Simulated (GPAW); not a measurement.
# B K-edge XANES of CaBO3 (P2_1/m), part 2 of 2

What does one-electron theory with a core hole give for the B K edge of CaBO3 (P2_1/m)?

GPAW 26.7.0; X-ray absorption from dipole matrix elements to empty bands, plane-wave PAW LDA.

So far. Step 2 (Ground state of the crystal): The mesh shows no gap, so the system is treated as a metal and the core electron is put at the Fermi level (neutral cell).

## (4) Spectrum with XCH, B atom 9

The holes are 6.6 Å apart. In GPAW the data set carries the hole's charge, so charge=0 means a charged cell and charge=-1 a neutral one. The excited electron is kept in the cell, where it fills the lowest empty states and screens the hole. After the field has converged, empty bands are computed with the density fixed and the dipole matrix elements are summed.

The absorber has 1 O at 1.36 Å and 2 O at 1.37 Å (trigonal planar, site symmetry m).

File xas.py:

```python
import numpy as np
from ase import Atoms
from ase.parallel import parprint, paropen
from gpaw import GPAW, PW, FermiDirac, Mixer, MixerDif, setup_paths
from gpaw.test import gen
setup_paths.insert(0, '.')
gen('B', name='fch1s', xcname='LDA', corehole=(1, 0, 1), write_xml=True)
from gpaw.mpi import world
world.barrier()

atoms = Atoms('Ca4O12B4',
    cell=[[-3.673378, 5.479484, 0],
     [-3.673378, -5.479484, 0],
     [3.268287, 0, 6.622318]],
    scaled_positions=[[0.3325785, 0.5825785, 0.17469],
     [0.8325785, 0.0825785, 0.17469],
     [0.1674215, 0.9174215, 0.82531],
     [0.6674215, 0.4174215, 0.82531],
     [0.722123, 0.690571, 0.177735],
     [0.222123, 0.190571, 0.177735],
     [0.559429, 0.027877, 0.822265],
     [0.059429, 0.527877, 0.822265],
     [0.777877, 0.809429, 0.822265],
     [0.277877, 0.309429, 0.822265],
     [0.940571, 0.472123, 0.177735],
     [0.440571, 0.972123, 0.177735],
     [0.4617845, 0.7117845, 0.526649],
     [0.9617845, 0.2117845, 0.526649],
     [0.0382155, 0.7882155, 0.473351],
     [0.5382155, 0.2882155, 0.473351],
     [0.60318, 0.85318, 0.722986],
     [0.10318, 0.35318, 0.722986],
     [0.89682, 0.64682, 0.277014],
     [0.39682, 0.14682, 0.277014]],
    pbc=True)
atoms.calc = calc = GPAW(legacy_gpaw=True, mode=PW(500), xc='LDA', setups={16: 'fch1s'},
    kpts={'size': (3, 3, 3), 'gamma': True}, occupations=FermiDirac(0.1),
    charge=-1, mixer=Mixer(0.1, 5, 50), maxiter=150,
    convergence={'density': 0.0001}, txt='scf.txt')
energy = atoms.get_potential_energy() + calc.get_reference_energy()
ef = calc.get_fermi_level()
out = dict(energy=energy, fermi=ef, forces=atoms.get_forces().tolist())
parprint(f'all-electron energy {energy:.4f} eV, Fermi level {ef:.4f} eV')
ev = np.array([[calc.get_eigenvalues(k, s) for k in range(len(calc.get_ibz_k_points()))] for s in range(calc.get_number_of_spins())])
out['homo'], out['lumo'], out['counts'] = ev[ev < ef].max(), ev[ev > ef].min(), sorted(set((ev < ef).sum((0, 2)).tolist()))
out['filled'] = (ev[:, 0] < ef).sum(1).tolist()

from ase.units import Ha
from gpaw.xas import dipole_matrix_elements
nb = int(calc.get_number_of_electrons() / 2) + 161
top, nb = nb, nb + 8 + nb // 12
nscf = calc.fixed_density(kpts={'size': (4, 4, 3), 'gamma': True}, nbands=nb,
    convergence={'bands': top, 'eigenstates': 1e-5}, maxiter=60, txt='nscf.txt')
cell = atoms.cell.array
ops = [cell.T @ U.T @ np.linalg.inv(cell.T) for U in nscf.wfs.kd.symmetry.op_scc]
E = np.arange(-6, 34, 0.1)
fwhm = np.interp(E, [4, 25], [0.9, 3.5])
Y, X, zero, highest = 0, 0, 1e9, 1e9
for spin in range(nscf.get_number_of_spins()):
    wfs = nscf.wfs
    A = dipole_matrix_elements(wfs.setups[16])
    eps = np.zeros((wfs.kd.nibzkpts, nb))
    d = np.zeros((3, A.shape[1], wfs.kd.nibzkpts, nb), complex)
    for kpt in wfs.kpt_u:
        if kpt.s == spin and 16 in kpt.P_ani:
            eps[kpt.k] = kpt.eps_n * Ha
            d[:, :, kpt.k] = (kpt.weight * wfs.nspins / 2) ** 0.5 * np.inner(A, kpt.P_ani[16])
    world.sum(eps)
    world.sum(d)
    T = np.einsum('amkn,bmkn->abkn', d, d.conj()).real
    T = sum(np.einsum('ai,ijkn,bj->abkn', R, T, R) for R in ops) / len(ops)
    empty = eps > ef
    zero, highest = min(zero, eps[empty].min()), min(highest, eps[:, top - 1].min())
    lines = [(eps, T, empty)] if spin == 0 else lines + [(eps, T, empty)]
for eps, T, empty in lines:
    f = np.einsum('aakn->akn', T).reshape(3, -1)
    x = eps.ravel() - zero
    w = np.interp(x, E, fwhm) / 2.35482
    g = np.exp(-0.5 * ((E[:, None] - x) / w) ** 2) / (w * (2 * np.pi) ** 0.5)
    Y = Y + (f * empty.ravel()) @ g.T
    X = X + (f * ~empty.ravel()) @ g.T
out.update(E=E.round(2).tolist(), xas=Y.tolist(), xes=X.tolist(), zero=zero, valid=highest - zero, nk=len(eps), nb=nb)
for i in range(0, len(E), 10):
    parprint(f'{E[i]:7.2f}', *(f'{v:10.3e}' for v in Y[:, i]))
import json
with paropen('out.json', 'w') as f:
    json.dump(out, f)
```

Run with:

```sh
OMP_NUM_THREADS=1 mpirun -n 4 gpaw python xas.py
```

Numbers of over 12 decimals in the logs are rounded to 6 here.

The log of the run:

```text
Input parameters:
  charge: -1
  convergence: {density: 0.0001}
  kpts: {gamma: True,
         size: (3, 3, 3)}
  maxiter: 150
  mixer: {backend: pulay,
          beta: 0.1,
          method: separate,
          nmaxold: 5,
          weight: 50}
  mode: {ecut: 500.0,
         name: pw}
  occupations: {fixmagmom: False,
                name: fermi-dirac,
                width: 0.1}
  setups: {16: fch1s}

Initialize ...

[... PAW data sets ...]

Reference energy: -100646.151466  # eV

Spin-paired calculation

[... convergence settings ...]
Symmetries present (total): 1
  [... symmetry matrices ...]

27 k-points: 3 x 3 x 3 Monkhorst-Pack grid
14 k-points in the irreducible part of the Brillouin zone
       k-points in crystal coordinates                weights
   0:     0.00000000    0.00000000    0.00000000          1/27
   1:     0.00000000    0.00000000    0.33333333          2/27
   2:     0.00000000    0.33333333   -0.33333333          2/27
   3:     0.00000000    0.33333333    0.00000000          2/27
   4:     0.00000000    0.33333333    0.33333333          2/27
   5:     0.33333333   -0.33333333   -0.33333333          2/27
   6:     0.33333333   -0.33333333    0.00000000          2/27
   7:     0.33333333   -0.33333333    0.33333333          2/27
   8:     0.33333333    0.00000000   -0.33333333          2/27
   9:     0.33333333    0.00000000    0.00000000          2/27
          ...
  13:     0.33333333    0.33333333    0.33333333          2/27

Wave functions: Plane wave expansion
  Cutoff energy: 500.000 eV
  Number of coefficients (min, max): 6747, 6779
  Pulay-stress correction: 0.000000 eV/Ang^3 (de/decut=0.000000)
  Using FFTW library
  Wavefunction extrapolation:
    Improved wavefunction reuse through dual PAW basis

Occupation numbers: Fermi-Dirac:
  width: 0.1000  # eV

Eigensolver
   Davidson(niter=2)

Densities:
  Coarse grid: 35*35*40 grid
  Fine grid: 70*70*80 grid
  Total Charge: 0.000000

Density mixing:
  Method: separate
  Backend: pulay
  Linear mixing parameter: 0.1
  old densities: 5
  Width of damping distribution: 1.1
  Damping of long wavelength oscillations: 50

[... Hamiltonian set-up ...]
Number of atoms: 20
Number of atomic orbitals: 84
Number of bands in calculation: 79
Number of valence electrons: 125
Bands to converge: occupied

... initialized

Initializing position-dependent things.

Density initialized from atomic densities
Creating initial wave functions:
  79 bands from LCAO basis set

                         O
                  OCa
              O        O
             B     O OB
                Caa
           BO O     B
          O        O
              CO
        O

Atomic positions and initial magnetic moments

Positions:
   0 Ca    -2.790781   -1.369871    1.156853    ( 0.0000,  0.0000,  0.0000)
   1 Ca    -2.790781    4.109613    1.156853    ( 0.0000,  0.0000,  0.0000)
   2 Ca    -1.287688   -4.109613    5.465465    ( 0.0000,  0.0000,  0.0000)
   3 Ca    -1.287688    1.369871    5.465465    ( 0.0000,  0.0000,  0.0000)
   4 O     -4.608470    0.172889    1.177018    ( 0.0000,  0.0000,  0.0000)
   5 O     -0.935092    0.172889    1.177018    ( 0.0000,  0.0000,  0.0000)
   6 O      0.530001    2.912631    5.445300    ( 0.0000,  0.0000,  0.0000)
[...]
17 B      0.686543   -1.369871    4.787843    ( 0.0000,  0.0000,  0.0000)
  18 B     -4.765012    1.369871    1.834475    ( 0.0000,  0.0000,  0.0000)
  19 B     -1.091634    1.369871    1.834475    ( 0.0000,  0.0000,  0.0000)

Unit cell:
           periodic     x           y           z      points  spacing
  1. axis:    yes   -3.673378    5.479484    0.000000    35     0.1613
  2. axis:    yes   -3.673378   -5.479484    0.000000    35     0.1613
  3. axis:    yes    3.268287    0.000000    6.622318    40     0.1656

  Lengths:   6.596852   6.596852   7.384903
  Angles:  104.266717 104.266717 112.325182

Effective grid spacing dv^(1/3) = 0.1759

iter:   1  -176.793571
iter:   2  -172.867739   -0.85  -0.98
iter:   3  -169.305217   -1.18  -1.08
iter:   4  -167.560496   -1.40  -1.20
iter:   5  -167.321889   -1.77  -1.37
iter:   6  -167.247893   -2.97  -1.49
iter:   7  -167.167095   -2.55  -1.54
iter:   8  -167.114443   -3.21  -1.85
iter:   9  -167.082474   -3.60  -2.28
iter:  10  -167.077857c  -4.14  -2.52
iter:  11  -167.078090c  -5.22  -2.63
iter:  12  -167.077341c  -5.06  -2.71
iter:  13  -167.076736c  -4.75  -2.77
iter:  14  -167.076743c  -5.42  -3.02
iter:  15  -167.076645c  -6.10  -3.17
iter:  16  -167.076546c  -5.94  -3.28
iter:  17  -167.076511c  -6.12  -3.55
iter:  18  -167.076516c  -6.93  -3.79
iter:  19  -167.076527c  -7.15  -3.90
iter:  20  -167.076555c  -6.97  -4.04c
iter:  21  -167.076553c  -7.74c -4.30c

Converged after 21 iterations.

Dipole moment: (-0.084304, -0.128277, 0.349088) |e|*Ang

Energy contributions relative to reference atoms: (reference = -100646.151466)

Kinetic:        +99.628573
Potential:     -105.055976
External:        +0.000000
XC:            -159.409509
Entropy (-ST):   -0.341242
Local:           -2.069021
SIC:             +0.000000
--------------------------
Free energy:   -167.247174
Extrapolated:  -167.076553

Showing only first 2 kpts
 Kpt  Band  Eigenvalues  Occupancy
  0    60      1.10290    1.97386
  0    61      1.27462    1.86265
  0    62      1.31603    1.79927
  0    63      1.83677    0.09357

  1    60      1.21855    1.91922
  1    61      1.42266    1.51049
  1    62      1.43558    1.46116
[...]
Fermi level: 1.53534

No gap
No difference between direct/indirect transitions

Forces in eV/Ang:
  0 Ca    0.04574   -0.00006    0.14776
  1 Ca    0.03278    0.00004    0.47264
  2 Ca   -0.06762   -0.00986   -0.29109
  3 Ca   -0.06761    0.00987   -0.29073
  4 O     0.05742    0.06431   -0.25271
  5 O     0.06032    0.08226   -0.18779
  6 O     0.20261    3.14569   -0.96686
[...]
17 B     0.16958    0.00002   -0.59525
 18 B    -0.14197    0.01026    0.55068
 19 B    -0.14187   -0.01025    0.55054
Scalar-relativistic atomic LDA calculation for B (Boron, Z=5)
Core hole in 1s state (1s occupation: 1.0)
300 radial gridpoints.
|------------------------------------------------|
|------------------------------------------------|
[... the atom generator's iteration count ...]

Energy contributions:
-------------------------
Kinetic:      +16.693400
XC:            -2.260601
Potential:    -31.255183
-------------------------
Total:        -16.822384

state      eigenvalue         ekin         rmax
-----------------------------------------------
1s^1.0 :    -8.526766    11.791826        0.204
2s^2.0 :    -0.864526     1.675176        1.279
2p^1.0 :    -0.653666     1.551222        1.105
-----------------------------------------------
(units: Bohr and Hartree)

Generating PAW setup
Kinetic energy of the core from tauc = 11.795725
Cutoffs:
rc(s)=1.200
rc(p)=1.200
rc(d)=1.200
rc(vbar)=1.080
rc(comp)=1.200
rc(nct)=1.200

Kinetic energy of the core states: 11.791826
Charge: 1.0
Core electrons: 1.0
Valence electrons: 3.0
Pseudo-core charge: 0.037612
Shape function alpha=6.944
Pseudo-electron charge 3.041132
state    eigenvalue         norm
--------------------------------
2s(2) :    -0.864526     1.030522
*s    :     0.135474
2p(1) :    -0.653666     0.942475
*p    :     0.346334
*d    :     0.000000
--------------------------------

Diagonalizing with gridspacing h=0.050

state   all-electron     PAW
-------------------------------
2s:      -0.864526    -0.865247
2p:      -0.653666    -0.654690
*d:                   -0.075592
*f:                   -0.015154
-------------------------------
all-electron energy -100813.2280 eV, Fermi level 1.5353 eV
[...]
31.00  2.882e-04  2.786e-04  2.440e-04
  32.00  3.174e-04  2.556e-04  1.990e-04
  33.00  3.273e-04  2.226e-04  1.698e-04
```

Run time: 6.7 min. Hardware: 4 MPI ranks of Arm Neoverse V2, shared host; peak memory 0.71 GiB.

The B K spectrum, B atom 9, excited-electron core hole (neutral cell) (energy from the lowest empty level; intensity scaled to a mean of 1 over the first 20 eV; polarised curves are means over the symmetry-equivalent atoms):

```
E (eV)  isotropic  ε ∥ x  ε ∥ y  ε ∥ z
  -2.0       0.00   0.00   0.00   0.00
  -1.0       0.00   0.00   0.00   0.00
   0.0       0.00   0.00   0.00   0.00
   1.0       0.00   0.00   0.00   0.00
   2.0       0.00   0.00   0.00   0.00
   3.0       0.03   0.09   0.00   0.01
   4.0       3.73  10.44   0.00   0.75
   5.0       0.95   2.62   0.03   0.22
   6.0       0.27   0.31   0.32   0.17
   7.0       0.39   0.50   0.37   0.30
   8.0       0.35   0.36   0.24   0.46
   9.0       0.39   0.35   0.28   0.54
  10.0       0.46   0.40   0.39   0.59
  11.0       0.74   0.39   0.80   1.03
  12.0       1.60   0.41   2.25   2.14
  13.0       3.18   0.54   5.01   4.00
  14.0       3.38   0.57   5.43   4.13
  15.0       1.76   0.44   2.76   2.08
  16.0       0.75   0.44   0.99   0.84
  17.0       0.55   0.57   0.50   0.59
  18.0       0.55   0.64   0.40   0.59
  19.0       0.54   0.60   0.42   0.61
  20.0       0.53   0.52   0.44   0.63
  21.0       0.50   0.46   0.42   0.62
  22.0       0.47   0.44   0.37   0.59
  23.0       0.46   0.45   0.36   0.57
  24.0       0.48   0.48   0.39   0.56
  25.0       0.48   0.48   0.44   0.52
  26.0       0.47   0.46   0.49   0.46
  27.0       0.46   0.41   0.53   0.42
  28.0       0.46   0.39   0.55   0.44
  29.0       0.48   0.40   0.54   0.48
  30.0       0.49   0.45   0.52   0.49
  31.0       0.48   0.51   0.49   0.43
  32.0       0.45   0.56   0.45   0.35
```

Main maxima below 24 eV (height): 4.3 eV (4.63) and 13.6 eV (3.62). A K edge sees empty p states; at this planar three-fold site the curve for the electric vector normal to the plane peaks at 4.3 eV, where it is mainly π* that absorbs: that direction carries over 70 % of the weight there.

The total-energy difference is 190.21 eV. One term is added: -5.56 eV, since the hole is spin-paired here and a spin-polarised one costs that much less in the free atom (computed apart). The photon energy is then 184.65 eV. The functional leaves an error in such absolute values: in the free atom LDA prices this hole 2.2 eV below PBE (computed apart), and PBE is itself good to a few eV.

## (5) Results

* absorber and edge: B K, atom 9 of the ground-state input (counted from 1)
* surroundings: 1 O at 1.36 Å and 2 O at 1.37 Å (trigonal planar, site symmetry m)
* highest intensity below 16 eV: 4.3 eV above the zero, height 4.63
* photon energy of the zero, with the added terms: 184.7 eV (raw 190.2 eV; LDA puts this hole about 2 eV below PBE, itself good to a few eV)

The B K edge of atom 9, with 1 O at 1.36 Å and 2 O at 1.37 Å (trigonal planar, site symmetry m), has its highest intensity of the first 16 eV at 4.3 eV above the zero, near 189 eV in photon energy (LDA puts this hole about 2 eV below PBE, itself good to a few eV), 4.6 times the mean level of the first 20 eV (Gaussian full width 0.9 eV up to 4 eV, rising linearly to 3.5 eV at 25 eV). At the B K edge of atom 9 polarisation matters most near 4.3 eV, where the curves differ by 12.9 on this scale. 1 further run of this session is left out of this account as redundant. The unit cell's mesh shows no gap over 0.35 eV. That is right for a metallic compound; for a small-gap or correlated insulator it would be the fault of the functional or of the assumed magnetic order, and the hole would be screened too well. The mesh is coarse (0.32 Å⁻¹ between points), so small maxima may be mesh ripples. The structure is a computed Materials Project entry and may be a hypothetical form.

[Banner, clock and machine lines of the logs are left out without a mark of their own.]

[Logs are printed without paths, hosts, clocks, repeated set-up lines and the standing remarks that a program may print on its own settings, such as how far it seeks lower states.]

[Hosts, paths, dates, database ids (printed as entryN), source tags and the programs' standing remarks are cut or masked in the printed files.]

[Lists of maxima count a maximum above −3 eV only where it reaches 4 % of the highest in the window and stands out from its surroundings by 2 % of it (1.5 % where it reaches 55 %); shoulders and weaker maxima are passed over, and of the rest the first, up to two pre-edge ones and the few strongest are named.]
